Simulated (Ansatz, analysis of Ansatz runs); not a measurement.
# S on a Se site in ZnSe: local vibrational mode against experiment

Subject: S on a Se site in ZnSe. Wanted: its local vibrational mode, in one set-up (PBE, 64-site cell, measured lattice, 420 eV, k: the single point 1/4 1/4 1/4). The model is a cell of 64 host atoms with 1 Se taken out and 1 S put in. The frequencies come from force constants among the defect atom and its neighbours, with the masses of the isotopes named. The measured lattice removes the functional's error in the volume.

Measured beforehand: Threefold local mode of S: 297 cm⁻¹, by Infrared reflectivity with Kramers-Kronig analysis (ZnSe with ~1% S) (“Optical Studies of Lattice Vibration in II-VI Semiconducting Compounds”, 1968, M. Balkanski).

Program: Ansatz 0.2.0. Level of theory: plane-wave PAW DFT, PBE; relaxation of all atoms of a defect supercell. Results are calculated unless marked as measured.

## (1) The structure

The cell holds 64 atoms: 32 Zn, 31 Se and 1 S. Its edges and angles: a = 11.335 Å, b = 11.335 Å, c = 11.335 Å, α = 90.0°, β = 90.0°, γ = 90.0°. It derives from ZnSe (space group F-43m). Nearest the centre at fractional (0.375, 0.375, 0.625): S16 at 0.00 Å, Zn12 at 2.45 Å, Zn27 at 2.45 Å, Zn42 at 2.45 Å, Zn57 at 2.45 Å, Se13 at 4.01 Å, Se14 at 4.01 Å, Se7 at 4.01 Å.

The host's primitive cell comes from a first run (plane-wave PAW DFT, PBE; relaxation of the host's atoms at the measured cell): vectors of 4.008, 4.008 and 4.008 Å. That is 22.76 Å³ an atom. The supercell is built on it.

## (2) Relaxation, charge 0

Every later number rests on the structure around the defect, so the atoms are relaxed at the host's lattice first.

relax/input.yaml

```yaml
relax:
  f_tol: 0.01
  max_steps: 80
  escape_saddle: false
crystal:
  lattice:
    - [11.3352, 0.0, 0.0]
    - [0.0, 0.0, -11.3352]
    - [0.0, 11.3352, 0.0]
  atoms:
    - { symbol: Zn, position: [0.0, 0.0, 0.0] }
    - { symbol: Zn, position: [0.0, 0.25, 0.25] }
    - { symbol: Zn, position: [0.25, 0.0, 0.25] }
    - { symbol: Zn, position: [0.25, 0.25, 0.0] }
    - { symbol: Se, position: [0.125, 0.125, 0.125] }
    - { symbol: Se, position: [0.125, 0.375, 0.375] }
    - { symbol: Se, position: [0.375, 0.125, 0.375] }
    - { symbol: Se, position: [0.375, 0.375, 0.125] }
    - { symbol: Zn, position: [0.0, 0.0, 0.5] }
    - { symbol: Zn, position: [0.0, 0.25, 0.75] }
    - { symbol: Zn, position: [0.25, 0.0, 0.75] }
    - { symbol: Zn, position: [0.25, 0.25, 0.5] }
    - { symbol: Se, position: [0.125, 0.125, 0.625] }
    - { symbol: Se, position: [0.125, 0.375, 0.875] }
    - { symbol: Se, position: [0.375, 0.125, 0.875] }
    - { symbol: S, position: [0.375, 0.375, 0.625] }
    - { symbol: Zn, position: [0.0, 0.5, 0.0] }
    - { symbol: Zn, position: [0.0, 0.75, 0.25] }
    - { symbol: Zn, position: [0.25, 0.5, 0.25] }
    - { symbol: Zn, position: [0.25, 0.75, 0.0] }
    - { symbol: Se, position: [0.125, 0.625, 0.125] }
    - { symbol: Se, position: [0.125, 0.875, 0.375] }
    - { symbol: Se, position: [0.375, 0.625, 0.375] }
    - { symbol: Se, position: [0.375, 0.875, 0.125] }
    - { symbol: Zn, position: [0.0, 0.5, 0.5] }
    - { symbol: Zn, position: [0.0, 0.75, 0.75] }
    - { symbol: Zn, position: [0.25, 0.5, 0.75] }
    - { symbol: Zn, position: [0.25, 0.75, 0.5] }
    - { symbol: Se, position: [0.125, 0.625, 0.625] }
    - { symbol: Se, position: [0.125, 0.875, 0.875] }
    - { symbol: Se, position: [0.375, 0.625, 0.875] }
    - { symbol: Se, position: [0.375, 0.875, 0.625] }
    - { symbol: Zn, position: [0.5, 0.0, 0.0] }
    - { symbol: Zn, position: [0.5, 0.25, 0.25] }
    - { symbol: Zn, position: [0.75, 0.0, 0.25] }
    - { symbol: Zn, position: [0.75, 0.25, 0.0] }
    - { symbol: Se, position: [0.625, 0.125, 0.125] }
    - { symbol: Se, position: [0.625, 0.375, 0.375] }
    - { symbol: Se, position: [0.875, 0.125, 0.375] }
    - { symbol: Se, position: [0.875, 0.375, 0.125] }
    - { symbol: Zn, position: [0.5, 0.0, 0.5] }
    - { symbol: Zn, position: [0.5, 0.25, 0.75] }
    - { symbol: Zn, position: [0.75, 0.0, 0.75] }
    - { symbol: Zn, position: [0.75, 0.25, 0.5] }
    - { symbol: Se, position: [0.625, 0.125, 0.625] }
    - { symbol: Se, position: [0.625, 0.375, 0.875] }
    - { symbol: Se, position: [0.875, 0.125, 0.875] }
    - { symbol: Se, position: [0.875, 0.375, 0.625] }
    - { symbol: Zn, position: [0.5, 0.5, 0.0] }
    - { symbol: Zn, position: [0.5, 0.75, 0.25] }
    - { symbol: Zn, position: [0.75, 0.5, 0.25] }
    - { symbol: Zn, position: [0.75, 0.75, 0.0] }
    - { symbol: Se, position: [0.625, 0.625, 0.125] }
    - { symbol: Se, position: [0.625, 0.875, 0.375] }
    - { symbol: Se, position: [0.875, 0.625, 0.375] }
    - { symbol: Se, position: [0.875, 0.875, 0.125] }
    - { symbol: Zn, position: [0.5, 0.5, 0.5] }
    - { symbol: Zn, position: [0.5, 0.75, 0.75] }
    - { symbol: Zn, position: [0.75, 0.5, 0.75] }
    - { symbol: Zn, position: [0.75, 0.75, 0.5] }
    - { symbol: Se, position: [0.625, 0.625, 0.625] }
    - { symbol: Se, position: [0.625, 0.875, 0.875] }
    - { symbol: Se, position: [0.875, 0.625, 0.875] }
    - { symbol: Se, position: [0.875, 0.875, 0.625] }
basis:
  ecutwfc: 420
  xc_grid: 2
hamiltonian:
  xc: pbe
kpoints:
  mp_grid: { grid: [1, 1, 1], shift: [0.25, 0.25, 0.25] }
scf:
  occupations: { method: fermi_dirac, width: 0.01 }
  max_iter: 120
output:
  forces: true
checkpoint:
  write: "../relax.run"
  compress: false
  write_wavefunctions: true
  write_every: 100000
```

The run is started by

```console
$ ansatz run input.yaml --threads 4 --pin off --max-ram 7536MiB --backend cpu --events-out ev --progress --plain --runs-dir out
```

Numbers of over 12 decimals in the logs are rounded to 6 here.

The program printed:

```text
[... repeated set-up lines and file paths are left out, and long positions are rounded to six places ...]
Engine: ansatz 0.2.0, aarch64-unknown-linux-gnu
Pseudopotentials: kind: paw
Pseudopotential: Zn, paw, valence charge 12, recommended cutoff 420 eV (normal), Zn.paw.azcp
Pseudopotential: Se, paw, valence charge 16, recommended cutoff 420 eV (normal), Se.paw.azcp
Pseudopotential: S, paw, valence charge 6, recommended cutoff 420 eV (normal), S.paw.azcp
Functional definition: PBE
  parameter kappa = 0.804
  parameter beta = 0.066725
  exchange = pbe_x(kappa = kappa, mu = beta*pi^2/3)
  correlation = pbe_c(beta = beta)
Crystal: 64 atoms, lattice volume = 1456.423 Å³
Basis set: ecut = 420 eV, 28425 PW (Γ), exchange–correlation on 160×160×160 points (8 copies of the dense FFT grid, shifted against one another)
Bands: 532, of which v1, the nominal top of the filled ones, is band 443 counted from 1 (442 counted from 0)
Symmetry: 6 space group operations
k-points: 1
Non-local potential: Zn, projectors of the file, l = 0: 2, l = 1: 2, l = 2: 3, l = 3: 1
Non-local potential: Se, projectors of the file, l = 0: 2, l = 1: 2, l = 2: 3, l = 3: 1
Non-local potential: S, projectors of the file, l = 0: 2, l = 1: 2, l = 2: 2
PAW form: soft (Blöchl's): semilocal exchange-correlation on the pseudo side does not see the compensation charge
PAW one-centre angular grid: Zn, 590 points (default); XC on 64 Gauss nodes
PAW one-centre angular grid: Se, 590 points (default); XC on 64 Gauss nodes
PAW one-centre angular grid: S, 110 points (default); XC on 64 Gauss nodes
Initial density: superposition of atomic densities (neutral atoms: chi_scale 0, normalization atom), corrected by the library's trained network
Initial wavefunctions: pseudopotential atomic-orbital guess
Functional: x = pbe(κ = 0.804, μ = 0.219515), c = pbe(β = 0.066725)
SCF iter   1: F=—  HF=-276697.969329 eV  |F-HF|=—  |Δ(HF+E_count)|=         —  Δρ=1.35e-3  dr2=2.84e-2  ethr=1.77e-3  ⟨swp⟩=6.0  Hψ=2072  notcnv=0  defer=3
preconditioner: auto → Resta (q_TF=auto, 2.511 Å⁻¹)  ε∞=5.6  [insulator: Δε(μ)=2.420 eV  Ē_g=10.920 eV  σ=0.010 eV  W_gap=1.00  n_scr=388 (ndim 8)  ℏωp=23.4 eV  f_vac=0.116  D(μ)=0.00/eV (n_scr^D=0)  ε∞_Penn≈5.6]
SCF iter   2: F=—  HF=-276697.962419 eV  |F-HF|=—  |Δ(HF+E_count)|=   6.91e-3  Δρ=7.44e-4  dr2=8.63e-3  ethr=3.20e-6  ⟨swp⟩=2.0  Hψ=1063  notcnv=0  defer=81
SCF iter   3: F=—  HF=-276697.962926 eV  |F-HF|=—  |Δ(HF+E_count)|=   5.06e-4  Δρ=2.64e-4  dr2=6.33e-4  ethr=9.74e-7  ⟨swp⟩=2.0  Hψ=762  notcnv=0  defer=81
SCF iter   4: F=—  HF=-276697.961072 eV  |F-HF|=—  |Δ(HF+E_count)|=   1.85e-3  Δρ=1.04e-4  dr2=1.91e-4  ethr=7.14e-8  ⟨swp⟩=2.0  Hψ=894  notcnv=0  defer=81
SCF iter   5: F=—  HF=-276697.961316 eV  |F-HF|=—  |Δ(HF+E_count)|=   2.44e-4  Δρ=8.03e-5  dr2=7.43e-5  ethr=2.16e-8  ⟨swp⟩=2.0  Hψ=894  notcnv=0  defer=81
SCF iter   6: F=—  HF=-276697.961244 eV  |F-HF|=—  |Δ(HF+E_count)|=   7.15e-5  Δρ=2.25e-5  dr2=1.09e-5  ethr=8.39e-9  ⟨swp⟩=2.0  Hψ=894  notcnv=0  defer=81
SCF iter   7: F=-276697.961254 eV  HF=-276697.961255 eV  |F-HF|=7.68e-7  |Δ(HF+E_count)|=   1.04e-5  Δρ=7.07e-6  dr2=7.99e-7  ethr=2.82e-10  ⟨swp⟩=5.0  Hψ=2018  notcnv=0
SCF 1 converged in 7 iterations: F = -276697.961254 eV  dr2 = 7.99e-7
  greatest PAW one-centre occupation: 1.000 electrons in one spin orbital (limit 2), on the Se atom at site 21 (counted from 0), in its partial waves of l = 2
relax step   1: F+E_penalty+E_count = -276697.96125376 eV  Δ(F+E_penalty+E_count) = +0.000e0 eV  max|allowed force component| = 3.328e-1 eV/Å  Δτ_max = 0.0000 Å  (7 SCF iters, dr2 threshold 2.50e-6 eV, accepted)
[... the SCF cycles and remarks between the steps are left out from here to the last step ...]
relax step   2: F+E_penalty+E_count = -276698.05872585 eV  Δ(F+E_penalty+E_count) = -9.747e-2 eV  max|allowed force component| = 1.439e-1 eV/Å  Δτ_max = 0.0611 Å  (6 SCF iters, dr2 threshold 6.92e-6 eV, accepted)
relax step   3: F+E_penalty+E_count = -276698.07433780 eV  Δ(F+E_penalty+E_count) = -1.561e-2 eV  max|allowed force component| = 8.387e-3 eV/Å  Δτ_max = 0.0351 Å  (6 SCF iters, dr2 threshold 1.29e-6 eV, accepted)
iter 1 solved again at ethr=1.01e-10 eV; its pass at ethr=3.10e-3 eV (dr2=8.97e-7 eV) is discarded
SCF iter   1: F=—  HF=-276698.074667 eV  |F-HF|=—  |Δ(HF+E_count)|=         —  Δρ=6.11e-6  dr2=8.96e-7  ethr=1.01e-10  ⟨swp⟩=1.0  Hψ=1476  notcnv=0  defer=81
SCF iter   2: F=—  HF=-276698.074338 eV  |F-HF|=—  |Δ(HF+E_count)|=   3.29e-4  Δρ=3.96e-6  dr2=4.09e-7  ethr=1.01e-10  ⟨swp⟩=2.0  Hψ=876  notcnv=0  defer=81
SCF iter   3: F=—  HF=-276698.074338 eV  |F-HF|=—  |Δ(HF+E_count)|=   2.40e-7  Δρ=2.54e-6  dr2=1.79e-7  ethr=4.61e-11  ⟨swp⟩=2.0  Hψ=728  notcnv=0  defer=81
SCF iter   4: F=-276698.074338 eV  HF=-276698.074338 eV  |F-HF|=4.26e-8  |Δ(HF+E_count)|=   1.44e-7  Δρ=1.92e-6  dr2=5.18e-8  ethr=1.13e-11  ⟨swp⟩=4.0  Hψ=1582  notcnv=0
SCF 4 converged in 4 iterations: F = -276698.074338 eV  dr2 = 5.18e-8
relax step   4: F+E_penalty+E_count = -276698.07433831 eV  Δ(F+E_penalty+E_count) = -5.079e-7 eV  max|allowed force component| = 8.460e-3 eV/Å  Δτ_max = 0.0000 Å  (4 SCF iters, accepted)
NSCF: frozen V_eff on 1 k-points
the band table was solved once a step of the walk had ended and its energy, with any forces and stress, was formed, with the checks that follow a solve (1631 applications of the Hamiltonian). They found nothing against the state; [...]
SCF converged after 4 iterations
Free energy (F): -276698.074338 eV
Harris-Foulkes:  -276698.074338 eV  (|F-HF|=4.26e-8)
Internal energy: -276698.074338 eV  (E = F + TS)
E sigma→0 (E₀):  -276698.074338 eV
Fermi energy:    7.761911 eV
--- Per-component energies (eV) ---
  E_band       = -11862.184003
  E_kinetic    = 7989.278384
  E_local      = -138769.958028  (includes V_loc(G=0)·N_el)
  E_nonlocal   = 1212.898223
  E_hartree    = 64213.994560
  E_xc         = -7719.430449
  E_vxc        = -4796.470875  (∫ρ·V_xc dr)
  E_paw        = -118349.345837  (= ΣΔE_a)
  E_vpaw       = -5925.874233  (= ΣTr[D̂ρ^β])
  E_aug_tail   = -0.028004  (compensation charges beyond the density's cutoff)
  E_ewald      = -85275.483187
  E_smearing   = -0.000000  (= −TS)
  E_closure    = -0.000000  (closes the sum)
  Σ components = -276698.074338   (vs F -276698.074338, Δ=0.00e0)
--- Forces (eV/Å), atoms counted from 1 ---
  atom   1  Zn     0.00155280     0.00208665    -0.00155280
  atom   2  Zn     0.00361460     0.00361460     0.00382942
  [... 4 atoms left out ...]
  atom   7  Se     0.00185893    -0.00451494     0.00451494
  [... 4 atoms left out ...]
  atom  12  Zn    -0.00674760    -0.00674760     0.00674760
  atom  13  Se    -0.00451494     0.00185893     0.00451494
  atom  14  Se    -0.00249811    -0.00043234     0.00634467
  [... 1 atom left out ...]
  atom  16  S      0.00014579     0.00014579    -0.00014579
  [... 10 atoms left out ...]
  atom  27  Zn    -0.00487583     0.00846016    -0.00846016
  [... 1 atom left out ...]
  atom  29  Se    -0.00249811    -0.00634467     0.00043234
  [... 1 atom left out ...]
  atom  31  Se     0.00353576    -0.00011461     0.00011461
  [... 10 atoms left out ...]
  atom  42  Zn     0.00846016     0.00846016     0.00487583
  [... 14 atoms left out ...]
  atom  57  Zn     0.00846016    -0.00487583    -0.00846016
  [... 7 atoms left out ...]
  max |Σ_I F_I| component: 1.26e-7 eV/Å
--- Band table (eV) ---
  k-point 0: bands = ["-40.1535", "-40.1535", "-40.1535", "-40.1482", [... 524 left out ...] "13.7430", "13.7430", "13.7802", "13.9761"]
--- Relaxed structure (4 steps of the walk, 4 accepted, 0 SCFs on fresh bases) ---
  F+E_penalty+E_count = -276698.07433831 eV   max|allowed force component| = 8.460e-3 eV/Å
  atoms:
    - { symbol: Zn, position: [0.000179, 0.000179, 6.61489442901547e-5] }
    - { symbol: Zn, position: [0.000817, 0.250446, 0.250817] }
    [... 4 atoms left out ...]
    - { symbol: Se, position: [0.374577, 0.126457, 0.376457] }
    [... 4 atoms left out ...]
    - { symbol: Zn, position: [0.254901, 0.254901, 0.504901] }
    - { symbol: Se, position: [0.126457, 0.126457, 0.624577] }
    - { symbol: Se, position: [0.126459, 0.375241, 0.873320] }
    [... 1 atom left out ...]
    - { symbol: S, position: [0.374824, 0.374824, 0.624824] }
    [... 10 atoms left out ...]
    - { symbol: Zn, position: [0.254896, 0.495299, 0.745299] }
    [... 1 atom left out ...]
    - { symbol: Se, position: [0.126459, 0.623320, 0.625241] }
    [... 1 atom left out ...]
    - { symbol: Se, position: [0.374474, 0.623312, 0.873312] }
    [... 10 atoms left out ...]
    - { symbol: Zn, position: [0.495299, 0.254896, 0.745299] }
    [... 14 atoms left out ...]
    - { symbol: Zn, position: [0.495299, 0.495299, 0.504896] }
    [... 7 atoms left out ...]
```

Run time: 3.8 min. Hardware: 4 threads of Arm Neoverse V1, shared host; peak memory 4.3 GiB.

Relaxation path:

```csv
step,energy less that of the first step (eV),largest force component (eV/Å)
1,0.0000,0.3328
2,-0.0975,0.1439
3,-0.1131,0.0084
4,-0.1131,0.0085
```

Forces are held to the 6 operations that the run works with; a distortion that breaks them can't arise in this run.

The atoms that moved most (Å):

```csv
atom,dx,dy,dz,length
Zn12,0.056,0.056,-0.056,0.096
Zn27,0.055,-0.053,0.053,0.094
Zn42,-0.053,-0.053,-0.055,0.094
Zn57,-0.053,0.055,0.053,0.094
Se46,-0.019,-0.019,0.006,0.028
Se31,-0.006,-0.019,0.019,0.028
Se61,-0.019,-0.006,0.019,0.028
Se23,0.003,0.017,0.019,0.025
```

Neighbours of S16 at the end:

| atom | distance (Å) |
| --- | --- |
| Zn12 | 2.354 |
| Zn57 | 2.362 |
| Zn27 | 2.362 |
| Zn42 | 2.362 |
| Se7 | 3.981 |
| Se6 | 3.981 |
| Se13 | 3.981 |
| Se23 | 3.982 |
| Se38 | 3.982 |
| Se45 | 3.982 |
| Se29 | 3.982 |
| Se15 | 3.982 |
| Se14 | 3.982 |
| Se61 | 3.983 |
| Se31 | 3.983 |
| Se46 | 3.983 |

Read from the output:

```
free energy : -276698.0743 eV
```

The relaxation ends 1.8 meV an atom lower, with a largest force component of 0.0085 eV/Å.

## (3) Local vibrational modes

A local mode lives on the defect and the atoms next to it, so only the sites listed in the input are displaced, which costs far fewer SCF runs than the whole cell would.

This step: plane-wave PAW DFT, PBE; finite-displacement force constants among the atoms nearest to a defect, the others at rest.

modes/input.yaml

```yaml
crystal:
  lattice:
    - [11.3352, 0.0, 0.0]
    - [0.0, 0.0, -11.3352]
    - [0.0, 11.3352, 0.0]
  atoms:
    - { symbol: Zn, position: [0.000179037, 0.000179037, 6.6149e-05] }
    - { symbol: Zn, position: [0.000817414, 0.250445832, 0.250817414] }
[... 9 atom lines left out ...]
    - { symbol: Zn, position: [0.25490068, 0.25490068, 0.50490068] }
[... 1 atom line left out ...]
    - { symbol: Se, position: [0.126459144, 0.375240624, 0.873319883] }
[... 1 atom line left out ...]
    - { symbol: S, position: [0.374823882, 0.374823882, 0.624823882] }
[... 6 atom lines left out ...]
    - { symbol: Se, position: [0.375240624, 0.623319883, 0.376459144] }
[... 3 atom lines left out ...]
    - { symbol: Zn, position: [0.254895511, 0.495299421, 0.745299421] }
[... 3 atom lines left out ...]
    - { symbol: Se, position: [0.374474122, 0.623311933, 0.873311933] }
[... 6 atom lines left out ...]
    - { symbol: Se, position: [0.623319883, 0.375240624, 0.376459144] }
[... 3 atom lines left out ...]
    - { symbol: Zn, position: [0.495299421, 0.254895511, 0.745299421] }
[... 2 atom lines left out ...]
    - { symbol: Se, position: [0.623319883, 0.126459144, 0.625240624] }
    - { symbol: Se, position: [0.623311933, 0.374474122, 0.873311933] }
[... 10 atom lines left out ...]
    - { symbol: Zn, position: [0.495299421, 0.495299421, 0.504895511] }
[... 3 atom lines left out ...]
    - { symbol: Se, position: [0.623311933, 0.623311933, 0.624474122] }
[... 2 atom lines left out ...]
    - { symbol: Se, position: [0.874881173, 0.874881173, 0.624890978] }
basis:
  ecutwfc: 420
  xc_grid: 2
hamiltonian:
  xc: pbe
kpoints:
  mp_grid: { grid: [1, 1, 1], shift: [0.25, 0.25, 0.25] }
scf:
  occupations: { method: fermi_dirac, width: 0.01 }
  max_iter: 120
output: {}
checkpoint:
  read: "../relax.run"
phonons:
  supercell: [1, 1, 1]
  displaced_sites: [11, 15, 26, 41, 56]
```

The program printed:

```text
[...]
Crystal: 64 atoms, lattice volume = 1456.423 Å³
Basis set: ecut = 420 eV, 28425 PW (Γ), exchange–correlation on 160×160×160 points (8 copies of the dense FFT grid, shifted against one another)
Bands: 532, of which v1, the nominal top of the filled ones, is band 443 counted from 1 (442 counted from 0)
[... 1 set-up line as in the run before ...]
k-points: 1
[...]
SCF iter   7: F=-276698.074338 eV  HF=-276698.074338 eV  |F-HF|=0.00e0  |Δ(HF+E_count)|=    0.00e0  Δρ=6.48e-8  dr2=3.18e-11  ethr=1.00e-12  ⟨swp⟩=3.0  Hψ=1846  notcnv=0
SCF 1 converged in 7 iterations: F = -276698.074338 eV  dr2 = 3.18e-11
[...]
Symmetry: 2 space group operations
[...]
SCF 2 converged in 10 iterations: F = -276698.074303 eV  dr2 = 2.62e-12
[...]
SCF 3 converged in 6 iterations: F = -276698.074336 eV  dr2 = 3.06e-12
[...]
symmetry images taken by strict's conditions (phonons.symmetry_images: auto; settled by no image being taken that strict refuses)
  force constants formed among 5 of 64 sites (Zn 11, S 15, Zn 26, Zn 41, Zn 56); the other 59 at rest. The modes move the named sites alone.
  the frequencies, the zero-point energy and the sums are of the block with the acoustic sum rule laid on its rows. Row sums over every site: 1.6e-4 eV/Å² at the most
  transpose residual: 2.7e-5 eV/Å²
  largest component of a force at the reference: 8.5e-3 eV/Å on a named site, 8.0e-3 eV/Å on a site at rest
  frequencies among the named sites at Γ of the cell (cm⁻¹): 107.09 107.98 107.98 151.89 152.74 152.74 157.75 157.75 159.36 160.86 160.86 187.15 287.90 287.90 288.26
  unstable modes among the named sites: 0
  frequencies as built, with no sum rule (cm⁻¹): 107.09 107.98 107.98 151.89 152.74 152.74 157.75 157.75 159.36 160.86 160.86 187.15 287.90 287.90 288.26
  zero-point energy: 0.162929 eV/cell   skipped modes (ω ≤ 0): 0
  not written: the harmonic force-constant file, the file of eigenvectors (these modes' are written with the force constants), the density of states and the dispersion, which are of every site
[key lines of the parts left out:]
SCF converged after 7 iterations
Free energy (F): -276698.074338 eV
Fermi energy:    7.761913 eV
```

It took 12 min on 4 threads; peak memory 3.9 GiB; 44 min of CPU time.

This step gave:

```yaml
free_energy: -276698.0743 eV
```

The modes with the largest weight on the probed atoms (the light atom of a pair), for the masses of each isotope. Modes of the displaced atoms (local only where they lie over the host's phonons):

```csv
isotopes,mode (cm⁻¹),share of the defect atoms
n,288.3,0.839
n,287.9,0.849
n,287.9,0.849
```

## (4) Results

```yaml
distance_from_the_defect_atom_to_its_nearest_neighbour: 2.354 Å
threefold_local_mode_of_s: 288 cm⁻¹
time_of_the_whole_chain: 15 min on 4 threads
```

In words: Threefold local mode of S: computed 288 cm⁻¹, measured 297 cm⁻¹; 9 cm⁻¹ (3 %) below the measurement. Only the named neighbours move, so modes near the host's band are approximate.

[Logs are printed without paths, hosts, clocks, repeated set-up lines and the standing remarks that a program may print on its own settings, such as how far it seeks lower states.]

[Hosts, paths, dates, database ids (printed as entryN), source tags and the programs' standing remarks are cut or masked in the printed files.]

[For some hosts the program warned that the k-mesh of the response run may be too coarse for force constants and the static dielectric constant; such warnings are not shown here.]
